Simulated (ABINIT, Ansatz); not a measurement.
An input for Ansatz 0.2.0 (Ca2H3Br (P-3m1)):

```yaml
crystal:
  lattice:
    - [3.9029399857, 0.0, 0.0]
    - [-1.9514699929, 3.3800451771, 0.0]
    - [0.0, 0.0, 6.85353359]
  atoms:
    - { symbol: Ca, position: [0.6666666667, 0.3333333333, 0.18575608] }
    - { symbol: Ca, position: [0.3333333333, 0.6666666667, 0.81424392] }
    - { symbol: H, position: [0.6666666667, 0.3333333333, 0.85047583] }
    - { symbol: H, position: [0.3333333333, 0.6666666667, 0.14952417] }
    - { symbol: H, position: [0.0, 0.0, 0.0] }
    - { symbol: Br, position: [0.0, 0.0, 0.5] }
kpoints:
  mp_grid: { grid: [6, 6, 4] }
hamiltonian:
  xc: lda
scf:
  occupations: { method: fixed }
dielectric: {}
```

```sh
ansatz run input.yaml --threads 4 --pin off --max-ram 7372MiB --backend cpu --events-out ev --progress --plain --runs-dir out
```

Q: Estimate wall time and host memory on 4 threads of Arm Neoverse V1, shared host.

It took 38 s; on shared hardware allow 19 s to 77 s. Peak host memory was 1.00 GiB.

[Paths, hosts, dates, memory and timing lines, banners, echoed tables and standing remarks are left out of the program output.]

[Logs are printed without paths, hosts, clocks, repeated set-up lines and the standing remarks that a program may print on its own settings, such as how far it seeks lower states.]

[Runs of the session that timed out or met a known fault of the program may be left out.]

[Hosts, paths, dates, database ids (printed as entryN), source tags and the programs' standing remarks are cut or masked in the printed files.]

[G0W0 gaps are taken among the corrected bands and points alone; a level outside them can change the order at an edge.]

[Where Ansatz stands beside ABINIT at settings called matched, ABINIT's density can come from a denser mesh and the files from another edition; pairs whose starting gaps differed by over 0.03 eV were left out, so agreement reads better than it is.]
